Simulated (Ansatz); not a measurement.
## Lattice dynamics of Ir(100) slab, 5 layers

How does Ir(100) slab, 5 layers vibrate, and is this structure a minimum?

Program: Ansatz 0.2.0. Level of theory: DFT PBEsol, scalar-relativistic, plane waves, PAW; PAW set soft_1. Results are calculated unless marked as measured.

### 1. The structure

The cell holds 5 atoms: 5 Ir. Its edges and angles: a = 2.715 Å, b = 2.715 Å, c = 20.680 Å, α = 90.0°, β = 90.0°, γ = 90.0°. It derives from Ir. Vacuum lies along c.

### 2. Rough relaxation

A rough relaxation comes first, because large forces or stress need no tight tolerances yet.

The program solves this slab on a cell height of its own, 39.2 Å, in place of the one typed.

Input file input.yaml:

```yaml
crystal:
  lattice:
    - [1.92, 1.92, 0.0]
    - [-1.92, 1.92, 0.0]
    - [0.0, 0.0, 20.68]
  atoms:
    - { symbol: Ir, position: [0.0, 0.0, 0.314313] }
    - { symbol: Ir, position: [0.5, 0.5, 0.407157] }
    - { symbol: Ir, position: [0.0, 0.0, 0.5] }
    - { symbol: Ir, position: [0.5, 0.5, 0.592843] }
    - { symbol: Ir, position: [0.0, 0.0, 0.685687] }
  periodic: [true, true, false]
kpoints:
  mp_grid: { grid: [8, 8, 1] }
hamiltonian:
  xc: pbesol
  pseudopotentials: { kind: paw, azcp: { folder: soft_1 }, xc_functional: pbe }
scf:
  occupations: { method: gaussian, width: 0.1 }
output:
  forces: true
  stress: true
  eigenvalues: true
relax:
  adjacent_minimum: "off"
  f_tol: 0.05
  max_steps: 80
  cell: { stress_2d_tol: 0.02 }
```

The run is started by

```
$ ansatz run input.yaml --threads 4 --pin off --max-ram 16384MiB --backend cpu --events-out ev --progress --plain --runs-dir out
```

Numbers of over 12 decimals in the logs are rounded to 6 here.

The log of the run:

```text
[...]
cell:  # Å, volume = 280.5562 Å³
    - [1.892664, 1.892664, 0.0]
    - [-1.892664, 1.892664, 0.0]
    - [0.0, 0.0, 39.16002864]
  atoms:
    - { symbol: Ir, position: [0, 0, 0.167396] }
    - { symbol: Ir, position: [0.5, 0.5, 0.214230] }
    - { symbol: Ir, position: [0, 0, 0.264045] }
    - { symbol: Ir, position: [0.5, 0.5, 0.313860] }
    - { symbol: Ir, position: [0, 0, 0.360694] }
[key lines of the parts left out:]
SCF converged after 12 iterations
Free energy (F): -58999.172195 eV
Fermi energy:    -5.634953 eV
P = ½ c Tr σ = 0.0183 N/m
```

Wall time 27 s (4 threads of Arm Neoverse V2, shared host); peak memory 0.71 GiB.

Relaxation path:

| step | energy less that of the first step (eV) | largest force component (eV/Å) | volume (Å³) |
| --- | --- | --- | --- |
| 1 | 0.0000 | 1.1970 | 288.72 |
| 2 | 0.4560 | 2.9535 | 267.17 |
| 3 | -0.1968 | 0.3799 | 281.41 |
| 4 | -0.2098 | 0.0610 | 280.15 |
| 5 | -0.2102 | 0.0051 | 280.53 |
| 6 | -0.2102 | 0.0008 | 280.56 |
| 7* | -0.2092 | 0.0008 | 280.56 |

Relaxation steps marked * repeat the geometry before them on a plane-wave basis chosen anew for their cell, so energy and pressure can jump there. Relaxation step 2 was tried and not accepted.

The run keeps the 16 symmetry operations that it works with, so distortions that break them were not tested.

| cell as run | before | after | change |
| --- | --- | --- | --- |
| a (Å) | 2.715 | 2.677 | -1.4 % |
| b (Å) | 2.715 | 2.677 | -1.4 % |

The atoms that moved most (Å, along periodic axes as changes of fractional coordinates times the final cell, across vacuum about the mean position):

| atom | dx | dy | dz | length |
| --- | --- | --- | --- | --- |
| Ir5 | 0.000 | 0.000 | -0.055 | 0.055 |
| Ir1 | 0.000 | 0.000 | 0.055 | 0.055 |
| Ir2 | 0.000 | 0.000 | -0.031 | 0.031 |
| Ir4 | 0.000 | 0.000 | 0.031 | 0.031 |

This step gave:

* gap on the k-mesh: 0 eV
* area per atom: 1.433 Å²

The relaxation ends with a largest force component of 8.3e-4 eV/Å.

### 3. Relaxation

Harmonic phonons are second derivatives at a point where the forces vanish, and they are wanted at zero stress, so atoms and cell are relaxed first.

Input file input.yaml:

```yaml
crystal:
  lattice:
    - [1.8926637422, 1.8926637422, 0.0]
    - [-1.8926637422, 1.8926637422, 0.0]
    - [0.0, 0.0, 39.16002864]
  atoms:
    - { symbol: Ir, position: [0.0, 0.0, 0.1673957751] }
    - { symbol: Ir, position: [0.5, 0.5, 0.2142295718] }
    - { symbol: Ir, position: [0.0, 0.0, 0.2640447507] }
    - { symbol: Ir, position: [0.5, 0.5, 0.3138599296] }
    - { symbol: Ir, position: [0.0, 0.0, 0.3606937263] }
  periodic: [true, true, false]
kpoints:
  mp_grid: { grid: [14, 14, 1] }
hamiltonian:
  xc: pbesol
  pseudopotentials: { kind: paw, azcp: { folder: soft_1 }, xc_functional: pbe }
scf:
  occupations: { method: gaussian, width: 0.1 }
output:
  forces: true
  stress: true
  eigenvalues: true
  write_density: true
  write_potential: true
  elf: true
  volumetric_format: npy
relax:
  adjacent_minimum: "off"
  f_tol: 0.005
  max_steps: 80
  cell: { stress_2d_tol: 0.02 }
```

The log of the run:

```text
[...]
Crystal: 5 atoms, lattice volume = 280.556 Å³
Basis set: ecut = 420 eV, 5495 PW (Γ), exchange–correlation on 36×36×540 points (8 copies of the dense FFT grid, shifted against one another)
Bands: 51, of which v1, the nominal top of the filled ones, is band 43 counted from 1 (42 counted from 0)
Symmetry: 16 space group operations
[...]
k-points: 36 of 196
[...]
SCF iter  12: F=-58999.237224 eV  HF=-58999.237224 eV  |F-HF|=1.28e-9  |Δ(HF+E_count)|=   3.46e-9  Δρ=1.37e-7  dr2=9.36e-11  ethr=2.80e-12  ⟨swp⟩=12.2  Hψ=15878  notcnv=0
SCF 1 converged in 12 iterations: F = -58999.237224 eV  dr2 = 9.36e-11
[...]
relax step   1: F+E_penalty+E_count = -58999.23722370 eV  Δ(F+E_penalty+E_count) = +0.000e0 eV  max|allowed force component| = 9.418e-2 eV/Å  Δτ_max = 0.0000 Å  P = +0.167 N/m  Ω = 280.556 Å³  fix = [c, alpha, beta]  reactions: c +0.000 N/m  (12 SCF iters, dr2 threshold 1.00e-7 eV, accepted)
Crystal: 5 atoms, lattice volume = 281.533 Å³
Basis set: ecut = 420 eV, 5535 PW (Γ), exchange–correlation on 36×36×540 points (8 copies of the dense FFT grid, shifted against one another)
[...]
SCF iter   6: F=-58999.236979 eV  HF=-58999.236979 eV  |F-HF|=6.36e-8  |Δ(HF+E_count)|=   1.72e-7  Δρ=4.36e-6  dr2=1.08e-7  ethr=5.88e-10  ⟨swp⟩=23.6  Hψ=25130  notcnv=0
SCF 2 converged in 6 iterations: F = -58999.236979 eV  dr2 = 1.08e-7
relax step   2: F+E_penalty+E_count = -58999.23697890 eV  Δ(F+E_penalty+E_count) = +2.448e-4 eV  max|allowed force component| = 9.451e-2 eV/Å  Δτ_max = 0.0239 Å  P = +0.126 N/m  Ω = 281.533 Å³  energy of the carried Pulay correction = -1.218e-4 eV  fix = [c, alpha, beta]  (6 SCF iters, dr2 threshold 5.00e-7 eV, rejected (line search))
Crystal: 5 atoms, lattice volume = 281.119 Å³
Basis set: ecut = 420 eV, 5527 PW (Γ), exchange–correlation on 36×36×540 points (8 copies of the dense FFT grid, shifted against one another)
[...]
SCF iter  12: F=-58999.238122 eV  HF=-58999.238122 eV  |F-HF|=5.82e-10  |Δ(HF+E_count)|=  1.31e-10  Δρ=1.29e-8  dr2=7.03e-13  ethr=1.00e-12  ⟨swp⟩=9.4  Hψ=12159  notcnv=0
SCF 3 converged in 12 iterations: F = -58999.238122 eV  dr2 = 7.03e-13
relax step   3: F+E_penalty+E_count = -58999.23812189 eV  Δ(F+E_penalty+E_count) = -8.982e-4 eV  max|allowed force component| = 1.590e-3 eV/Å  Δτ_max = 0.0106 Å  P = -0.029 N/m  Ω = 281.119 Å³  energy of the carried Pulay correction = -7.022e-5 eV  fix = [c, alpha, beta]  reactions: c +0.000 N/m  (12 SCF iters, accepted)
[...]
relax step   4: F+E_penalty+E_count = -58999.23812447 eV  Δ(F+E_penalty+E_count) = -2.588e-6 eV  max|allowed force component| = 2.598e-4 eV/Å  Δτ_max = 0.0002 Å  P = +0.007 N/m  Ω = 281.103 Å³  energy of the carried Pulay correction = -6.825e-5 eV  fix = [c, alpha, beta]  reactions: c +0.000 N/m  (5 SCF iters, dr2 threshold 6.67e-10 eV, accepted)
[...]
SCF iter   6: F=-58999.238196 eV  HF=-58999.238196 eV  |F-HF|=5.16e-9  |Δ(HF+E_count)|=   3.70e-8  Δρ=2.06e-8  dr2=1.77e-12  ethr=1.00e-12  ⟨swp⟩=20.0  Hψ=14915  notcnv=0
SCF 5 converged in 6 iterations: F = -58999.238196 eV  dr2 = 1.77e-12
relax step   5: F+E_penalty+E_count = -58999.23819616 eV  Δ(F+E_penalty+E_count) = -7.169e-5 eV  max|allowed force component| = 2.391e-4 eV/Å  Δτ_max = 0.0000 Å  P = +0.006 N/m  Ω = 281.103 Å³  fix = [c, alpha, beta]  reactions: c +0.000 N/m  stress off target by 5.90e-3 N/m on what of the cell is left free  SCF on the basis re-selected at this cell (its energy is not comparable with the rows above)  (6 SCF iters)
basis re-selected at this cell: Δ(F+E_penalty+E_count) = -7.169e-5 eV, ΔP = -0.001 N/m vs the last step (what re-selecting the basis moved, of the pressure what is left beyond the Pulay correction that the steps carried, after the strain that the cell walked since its last selection, with what the two solves' SCF thresholds leave and, on support functions, any second-order correction that the steps lacked; it is no m [...]
WARN: The output density's exchange-correlation potential varies sharply where the density is thin. Do not read a vacuum level from v_tot or v_xc, or from such a field of the output density. On a cell that repeats whose density bears no net charge and no dipole along the vacuum's axis use v_es (v_loc + v_h of the components); under efield.dipole_correction with no amplitude use v_es + v_field, which holds any externa [...]
SCF converged after 6 iterations
Free energy (F): -58999.238196 eV
[...]
Internal energy: -58999.212973 eV  (E = F + TS)
E sigma→0 (E₀):  -58999.225585 eV
Entropy (-TS):   -0.025223 eV (-5.045 meV/atom)
Fermi energy:    -5.686850 eV
[...]
--- Forces (eV/Å), atoms counted from 1 ---
  atom   1  Ir     0.00000000     0.00000000    -0.00023915
  atom   2  Ir     0.00000000    -0.00000000    -0.00023634
  atom   3  Ir    -0.00000000    -0.00000000     0.00000000
  atom   4  Ir     0.00000000    -0.00000000     0.00023634
  atom   5  Ir     0.00000000     0.00000000     0.00023915
  max |Σ_I F_I| component: 8.13e-20 eV/Å
--- 2D stress c σ (N/m, compression-positive) ---
        0.005899      -0.000000       0.000000
        0.000000       0.005899       0.000000
        0.000000       0.000000       0.000000
  P = ½ c Tr σ = 0.0059 N/m
--- Band table (eV; the first three rows and the last of 36) ---
  k-point 0: bands = [... 39 lower, -6.9965, -6.6417, -6.3268, -5.4420, -5.3471, -5.3471, -5.1852, -4.7374, ... 4 higher]
  k-point 1: bands = [... 39 lower, -6.7540, -6.5375, -6.2089, -6.2034, -5.8656, -5.3639, -5.0207, -4.9250, ... 4 higher]
  k-point 2: bands = [... 39 lower, -7.0232, -6.7477, -6.7010, -6.2838, -6.1752, -5.3954, -5.1725, -5.1443, ... 4 higher]
  k-point 35: bands = [... 39 lower, -4.9365, -4.1276, -4.1254, -3.8619, -3.3514, -3.3514, -2.4772, -2.4772, ... 4 higher]
--- Relaxed structure (4 steps of the walk, 3 accepted, 1 SCFs on fresh bases) ---
[...]
cell:  # Å, volume = 281.1030 Å³
    - [1.894507, 1.894507, 0.0]
    - [-1.894507, 1.894507, 0.0]
    - [0.0, 0.0, 39.16002864]
  atoms:
    - { symbol: Ir, position: [0, 0, 0.167671] }
    - { symbol: Ir, position: [0.5, 0.5, 0.214274] }
    - { symbol: Ir, position: [0, 0, 0.2640447507] }
    - { symbol: Ir, position: [0.5, 0.5, 0.313816] }
    - { symbol: Ir, position: [0, 0, 0.360418] }
```

Run time: 51 s. Hardware: 4 threads; peak memory 0.88 GiB.

Step by step:

| step | energy less that of the first step (eV) | largest force component (eV/Å) | volume (Å³) |
| --- | --- | --- | --- |
| 1 | 0.0000 | 0.0942 | 280.56 |
| 2 | 0.0002 | 0.0945 | 281.53 |
| 3 | -0.0009 | 0.0016 | 281.12 |
| 4 | -0.0009 | 0.0003 | 281.10 |
| 5* | -0.0010 | 0.0002 | 281.10 |

Relaxation steps marked * repeat the geometry before them on a plane-wave basis chosen anew for their cell, so energy and pressure can jump there. Relaxation step 2 was tried and not accepted.

The run keeps the 16 symmetry operations that it works with, so distortions that break them were not tested.

| cell as run | before | after | change |
| --- | --- | --- | --- |
| a (Å) | 2.677 | 2.679 | +0.1 % |
| b (Å) | 2.677 | 2.679 | +0.1 % |

The atoms that moved most (Å, along periodic axes as changes of fractional coordinates times the final cell, across vacuum about the mean position):

| atom | dx | dy | dz | length |
| --- | --- | --- | --- | --- |
| Ir5 | 0.000 | 0.000 | -0.011 | 0.011 |
| Ir1 | 0.000 | 0.000 | 0.011 | 0.011 |

The relaxed structure:

```xyz
5
Lattice="1.8945 1.8945 0.0000 -1.8945 1.8945 0.0000 0.0000 0.0000 39.1600" Properties=species:S:1:pos:R:3
Ir    0.0000    0.0000    6.5660
Ir    0.0000    1.8945    8.3910
Ir    0.0000    0.0000   10.3400
Ir    0.0000    1.8945   12.2890
Ir    0.0000    0.0000   14.1140
```

Numbers from this step:

```
area per atom : 1.436 Å²
```

Valence density in the ac plane at fractional y = 0.000, with atoms of Ir within 0.2 Å of it. It is the smooth field of the valence electrons, not physical close to the nuclei.

Ten steps, logarithmic in the rise over the least value, from '0' (0.0 e/Å³) to '9' (6.8 e/Å³), each cell a mean:
```
00000000000000
00000000000000
00000000000000
00000000000000
00000000000000
00000000000000
00000000000000
00000000000000
00000000000000
00000000000000
00000000000000
00000000000000
00000000000000
00000000000000
66543222223456
99986544456899
33333444443333
99986544456899
54444444444444
99876444446789
88764332334678
00000000000000
00000000000000
00000000000000
```
Columns run along a (2.7 Å), rows up along c (39.2 Å). Atoms in or near the plane, at fractional coordinates: Ir at (0.00, 0.17), Ir at (0.00, 0.26), Ir at (0.00, 0.36).

ELF in the ac plane at fractional y = 0.000, with atoms of Ir within 0.2 Å of it. It is the smooth field of the valence electrons, not physical close to the nuclei.

Ten even steps from '_' (0.00) to '@' (0.52), each cell a mean:
```
____________________________
____________________________
____________________________
____________________________
____________________________
____________________________
____________________________
____________________________
____________________________
____________________________
____________________________
____________________________
____________________________
____________________________
****++======++++++======++**
@@@@@@%%##++++**++++##%%@@@@
--======++**********++======
@@@@@@%%**++++**++++**%%@@@@
======++++++******++++++====
%%%%%%##**++++++++++**##%%%%
%%####**++++******++++**####
..__________________________
____________________________
____________________________
```
Columns run along a (2.7 Å), rows up along c (39.2 Å). Atoms in or near the plane, at fractional coordinates: Ir at (0.00, 0.17), Ir at (0.00, 0.26), Ir at (0.00, 0.36).

Electrostatic potential energy in the ac plane at fractional y = 0.000, with atoms of Ir within 0.2 Å of it. With pseudopotentials it is smooth inside the atoms' cores, unlike the true potential.

Ten even steps from '0' (-61 eV) to '9' (0 eV), each cell a mean:
```
99999999999999
99999999999999
99999999999999
99999999999999
99999999999999
99999999999999
99999999999999
99999999999999
99999999999999
99999999999999
99999999999999
99999999999999
99999999999999
99999999999999
77788999998877
01125788875211
99998888888999
00014788874100
78888888888888
33346788876433
44567899987654
99999999999999
99999999999999
99999999999999
```
Columns run along a (2.7 Å; values clipped at the 3rd and 97th percentile), rows up along c (39.2 Å). Atoms in or near the plane, at fractional coordinates: Ir at (0.00, 0.17), Ir at (0.00, 0.26), Ir at (0.00, 0.36).

### 4. Tight relaxation

Phonons need a cell at rest on their own settings, so the relaxation is repeated with tight tolerances on forces and stress on the k mesh and occupations of the first response run.

input.yaml, the sections that differ from step 3:

```yaml
crystal:
  lattice:
    - [1.8945071183, 1.8945071183, 0.0]
    - [-1.8945071183, 1.8945071183, 0.0]
    - [0.0, 0.0, 39.16002864]
  atoms:
    - { symbol: Ir, position: [0.0, 0.0, 0.1676711835] }
    - { symbol: Ir, position: [0.5, 0.5, 0.2142737222] }
    - { symbol: Ir, position: [0.0, 0.0, 0.2640447507] }
    - { symbol: Ir, position: [0.5, 0.5, 0.3138157792] }
    - { symbol: Ir, position: [0.0, 0.0, 0.3604183179] }
  periodic: [true, true, false]
kpoints:
  mp_grid: { grid: [16, 16, 1] }
scf:
  occupations: { method: methfessel_paxton, width: 0.2 }
relax:
  adjacent_minimum: "off"
  f_tol: 0.001
  max_steps: 60
  cell: { stress_2d_tol: 0.002 }
# hamiltonian, output: as in step 3
```

The log of the run:

```text
[...]
Crystal: 5 atoms, lattice volume = 281.103 Å³
Basis set: ecut = 420 eV, 5527 PW (Γ), exchange–correlation on 36×36×540 points (8 copies of the dense FFT grid, shifted against one another)
Bands: 51, of which v1, the nominal top of the filled ones, is band 43 counted from 1 (42 counted from 0)
Symmetry: 16 space group operations
[...]
k-points: 45 of 256
[...]
--- Relaxed structure (6 steps of the walk, 5 accepted, 1 SCFs on fresh bases) ---
[...]
cell:  # Å, volume = 280.4650 Å³
    - [1.892356, 1.892356, 0.0]
    - [-1.892356, 1.892356, 0.0]
    - [0.0, 0.0, 39.16002864]
  atoms:
    - { symbol: Ir, position: [0, 0, 0.167443] }
    - { symbol: Ir, position: [0.5, 0.5, 0.214182] }
    - { symbol: Ir, position: [0, 0, 0.2640447507] }
    - { symbol: Ir, position: [0.5, 0.5, 0.313908] }
    - { symbol: Ir, position: [0, 0, 0.360646] }
[key lines of the parts left out:]
SCF converged after 6 iterations
Free energy (F): -58999.229745 eV
Fermi energy:    -5.685702 eV
P = ½ c Tr σ = 0.0010 N/m
```

The job ended after 76 s (4 threads; peak memory 0.94 GiB).

Relaxation path:

| step | energy less that of the first step (eV) | largest force component (eV/Å) | volume (Å³) |
| --- | --- | --- | --- |
| 1 | 0.0000 | 0.0431 | 281.10 |
| 2 | 0.0001 | 0.0391 | 279.89 |
| 3 | -0.0007 | 0.0053 | 280.46 |
| 4 | -0.0007 | 0.0012 | 280.46 |
| 5 | -0.0007 | 0.0002 | 280.47 |
| 6 | -0.0007 | 0.0000 | 280.47 |
| 7* | -0.0006 | 0.0000 | 280.47 |

Relaxation steps marked * repeat the geometry before them on a plane-wave basis chosen anew for their cell, so energy and pressure can jump there. Relaxation step 2 was tried and not accepted.

The run keeps the 16 symmetry operations that it works with, so distortions that break them were not tested.

| cell as run | before | after | change |
| --- | --- | --- | --- |
| a (Å) | 2.679 | 2.676 | -0.1 % |
| b (Å) | 2.679 | 2.676 | -0.1 % |

The relaxed structure:

```cif
data_structure
_symmetry_space_group_name_H-M 'P 1'
_symmetry_Int_Tables_number 1
_cell_length_a 2.6762
_cell_length_b 2.6762
_cell_length_c 39.1600
_cell_angle_alpha 90.000
_cell_angle_beta 90.000
_cell_angle_gamma 90.000
_cell_volume 280.47
loop_
_atom_site_label
_atom_site_type_symbol
_atom_site_fract_x
_atom_site_fract_y
_atom_site_fract_z
_atom_site_occupancy
Ir1 Ir 0.00000 0.00000 0.16744 1
Ir2 Ir 0.50000 0.50000 0.21418 1
Ir3 Ir 0.00000 0.00000 0.26404 1
Ir4 Ir 0.50000 0.50000 0.31391 1
Ir5 Ir 0.00000 0.00000 0.36065 1
```

This step gave:

* area per atom: 1.432 Å²

Electrostatic potential energy in the ac plane at fractional y = 0.000, with atoms of Ir within 0.2 Å of it. With pseudopotentials it is smooth inside the atoms' cores, unlike the true potential.

Ten even steps from '_' (-60 eV) to '@' (0 eV), each cell a mean:
```
@@@@@@@@@@@@@@@@@@@@@@@@@@@@
@@@@@@@@@@@@@@@@@@@@@@@@@@@@
@@@@@@@@@@@@@@@@@@@@@@@@@@@@
@@@@@@@@@@@@@@@@@@@@@@@@@@@@
@@@@@@@@@@@@@@@@@@@@@@@@@@@@
@@@@@@@@@@@@@@@@@@@@@@@@@@@@
@@@@@@@@@@@@@@@@@@@@@@@@@@@@
@@@@@@@@@@@@@@@@@@@@@@@@@@@@
@@@@@@@@@@@@@@@@@@@@@@@@@@@@
@@@@@@@@@@@@@@@@@@@@@@@@@@@@
@@@@@@@@@@@@@@@@@@@@@@@@@@@@
@@@@@@@@@@@@@@@@@@@@@@@@@@@@
@@@@@@@@@@@@@@@@@@@@@@@@@@@@
@@@@@@@@@@@@@@@@@@@@@@@@@@@@
**####%%%%@@@@@@@@@@%%%%####
......::++##%%%%%%##++::....
@@@@@@@@%%%%%%%%%%%%%%@@@@@@
______..==##%%%%%%##==..____
##%%%%%%%%%%%%%%%%%%%%%%%%%%
------==**##%%%%%%##**==----
====++**##%%@@@@@@%%##**++==
@@@@@@@@@@@@@@@@@@@@@@@@@@@@
@@@@@@@@@@@@@@@@@@@@@@@@@@@@
@@@@@@@@@@@@@@@@@@@@@@@@@@@@
```
Columns run along a (2.7 Å; values clipped at the 3rd and 97th percentile), rows up along c (39.2 Å). Atoms in or near the plane, at fractional coordinates: Ir at (0.00, 0.17), Ir at (0.00, 0.26), Ir at (0.00, 0.36).

ELF in the ac plane at fractional y = 0.000, with atoms of Ir within 0.2 Å of it. It is the smooth field of the valence electrons, not physical close to the nuclei.

Ten even steps from '0' (0.00) to '9' (0.52), each cell a mean:
```
00000000000000
00000000000000
00000000000000
00000000000000
00000000000000
00000000000000
00000000000000
00000000000000
00000000000000
00000000000000
00000000000000
00000000000000
00000000000000
00000000000000
66544455544456
99987556557899
34445566655444
99986556556899
44455566655544
88876555556788
87765566655677
11000000000001
00000000000000
00000000000000
```
Columns run along a (2.7 Å), rows up along c (39.2 Å). Atoms in or near the plane, at fractional coordinates: Ir at (0.00, 0.17), Ir at (0.00, 0.26), Ir at (0.00, 0.36).

Valence density in the ac plane at fractional y = 0.000, with atoms of Ir within 0.2 Å of it. It is the smooth field of the valence electrons, not physical close to the nuclei.

Ten steps, logarithmic in the rise over the least value, from '0' (0.0 e/Å³) to '9' (6.9 e/Å³), each cell a mean:
```
00000000000000
00000000000000
00000000000000
00000000000000
00000000000000
00000000000000
00000000000000
00000000000000
00000000000000
00000000000000
00000000000000
00000000000000
00000000000000
00000000000000
66543222223456
99986544456899
33333444443333
99986544456899
54444444444444
98876444446788
88765332335678
00000000000000
00000000000000
00000000000000
```
Columns run along a (2.7 Å), rows up along c (39.2 Å). Atoms in or near the plane, at fractional coordinates: Ir at (0.00, 0.17), Ir at (0.00, 0.26), Ir at (0.00, 0.36).

The largest force component left is 0.032 meV/Å, within the tolerances set.

(Continued in part 2 of 2.)

[Logs are printed without paths, hosts, clocks, repeated set-up lines and the standing remarks that a program may print on its own settings, such as how far it seeks lower states.]

[Hosts, paths, dates, database ids (printed as entryN), source tags and the programs' standing remarks are cut or masked in the printed files.]
